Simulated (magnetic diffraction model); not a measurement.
## Which magnetic order? Ti2TlFe3

Space group P6_3/mmc (no. 194), a = 5.1530 Å, c = 8.4910 Å.

```
site  atom       x       y       z
  2a    Tl       0       0     1/2
  6h    Fe  0.6613  0.8306     3/4
  4f    Ti     2/3     1/3  0.9415
```

This is a made-up structure (elements placed in a structure type, unrelaxed), so the numbers test the method and describe no known phase.

Only Fe is taken to order (form factors of Fe2+); orders and moment sizes are assumed, and not adapted to the symmetry. Radiation: neutrons of λ = 2.36 Å, 3° to 90°; isotropic B of 0.25 Å² (Tl), 0.3 Å² (Fe) and 0.34 Å² (Ti). Simulated constant-wavelength pattern: nuclear and magnetic terms add, the magnetic one as |2.695 fm × Σ f S⊥ exp(2πi Q·r) exp(−B s²)|², summed over all Q at one angle with the factor 1/(sin²θ cos θ). For collinear order S is the moment m, which repeats by lattice and centring translations R with the sign exp(−2πi k·R). Free-ion form factors, Sears's scattering lengths of 1992, no absorption; a label names one of the reflections at its angle. The strongest nuclear line in the range is 100, and lines under 0.2 are left out.

Above the ordering temperature:

```
2θ (°)    index      I
 30.66  (1 0 0)   78.3
 32.27  (0 0 2)   53.6
 34.76  (1 0 1)   52.2
 45.12  (1 0 2)   14.7
 54.51  (1 1 0)    5.8
 59.17  (1 0 3)    1.9
 63.85  (2 0 0)    0.3
 64.79  (1 1 2)   27.3
 66.29  (2 0 1)   76.8
 67.54  (0 0 4)   33.0
 73.37  (2 0 2)   86.6
 75.99  (1 0 4)   22.6
 84.66  (2 0 3)  100.0
 88.79  (2 1 0)   35.0
```

Below it (cell unchanged):

```tsv
2θ (°)	I
15.20	2.4
22.12	0.4
26.48	4.3
30.66	78.3
31.07	1.2
32.27	53.6
34.76	52.2
35.85	0.3
40.95	1.3
42.22	1.6
44.22	3.1
45.12	14.7
49.70	0.3
53.07	0.9
54.51	5.8
56.94	0.2
59.17	1.9
63.85	0.3
64.79	27.3
65.94	0.7
66.29	76.8
66.98	0.2
67.54	33.0
70.38	0.3
72.71	0.7
73.37	86.6
73.91	0.2
75.99	22.6
76.86	0.2
79.56	0.3
84.66	100.0
88.79	35.0
```

**Question.** Check that the new lines index with k = (1/2 1/2 0), then choose among these models:
A. collinear moments along [101], 1.22 μB on Fe; signs + at (0.6613, 0.8306, 3/4), + at (0.8306, 0.1694, 1/4), − at (0.1694, 0.3387, 3/4), − at (0.3387, 0.1694, 1/4), − at (0.1694, 0.8306, 3/4), + at (0.8306, 0.6613, 1/4)
B. collinear moments along [120], 1.22 μB on Fe; signs + at (0.6613, 0.8306, 3/4), + at (0.8306, 0.1694, 1/4), − at (0.1694, 0.3387, 3/4), − at (0.3387, 0.1694, 1/4), − at (0.1694, 0.8306, 3/4), + at (0.8306, 0.6613, 1/4)
C. collinear moments along [120], 1.22 μB on Fe; signs + at (0.6613, 0.8306, 3/4), − at (0.8306, 0.1694, 1/4), − at (0.1694, 0.3387, 3/4), − at (0.3387, 0.1694, 1/4), + at (0.1694, 0.8306, 3/4), + at (0.8306, 0.6613, 1/4)
D. collinear moments along [101], 1.22 μB on Fe; signs + at (0.6613, 0.8306, 3/4), − at (0.8306, 0.1694, 1/4), − at (0.1694, 0.3387, 3/4), − at (0.3387, 0.1694, 1/4), + at (0.1694, 0.8306, 3/4), + at (0.8306, 0.6613, 1/4)

The new lines index as (1/2 -1/2 0) at 15.20°, (1/2 -1/2 1) at 22.12°, (1/2 1/2 0) at 26.48° and (1/2 1/2 1) at 31.07°, that is as H ± k with k = (1/2 1/2 0), one of 3 inequivalent arms of its star (k and −k counted as one), which a powder can't tell apart. Half indices mean that the moments reverse under translations with k·R a half-integer, and the magnetic cell has twice the primitive volume.

Magnetic intensity, observed (below minus above) and for each model:

| 2θ (°) | index | observed | A | B | C | D |
| --- | --- | --- | --- | --- | --- | --- |
| 26.48 | (1/2 1/2 0) | 4.3 | 4.3 | 1.1 | 1.1 | 4.3 |
| 31.07 | (1/2 1/2 1) | 1.2 | 1.2 | 0.7 | 0.7 | 1.2 |
| 35.85 | (1/2 -1/2 2) | 0.3 | 0.3 | 0.8 | 0.8 | 0.3 |
| 40.95 | (3/2 -1/2 0) | 1.3 | 1.3 | <0.2 | 1.3 | 1.0 |
| 42.22 | (1/2 1/2 2) | 1.6 | 1.6 | 2.0 | 2.0 | 1.6 |
| 44.22 | (3/2 -1/2 1) | 3.1 | 3.1 | 3.5 | 1.7 | 3.6 |
| 53.07 | (3/2 -1/2 2) | 0.9 | 0.9 | 0.6 | 1.3 | 0.7 |
| 65.94 | (3/2 -1/2 3) | 0.7 | 0.7 | 1.2 | 1.0 | 0.7 |

Model A matches.

The structure used: k = (1/2 1/2 0), collinear moments along [101], 1.22 μB on Fe; signs + at (0.6613, 0.8306, 3/4), + at (0.8306, 0.1694, 1/4), − at (0.1694, 0.3387, 3/4), − at (0.3387, 0.1694, 1/4), − at (0.1694, 0.8306, 3/4), + at (0.8306, 0.6613, 1/4).

[Logs are printed without paths, hosts, clocks, repeated set-up lines and the standing remarks that a program may print on its own settings, such as how far it seeks lower states.]
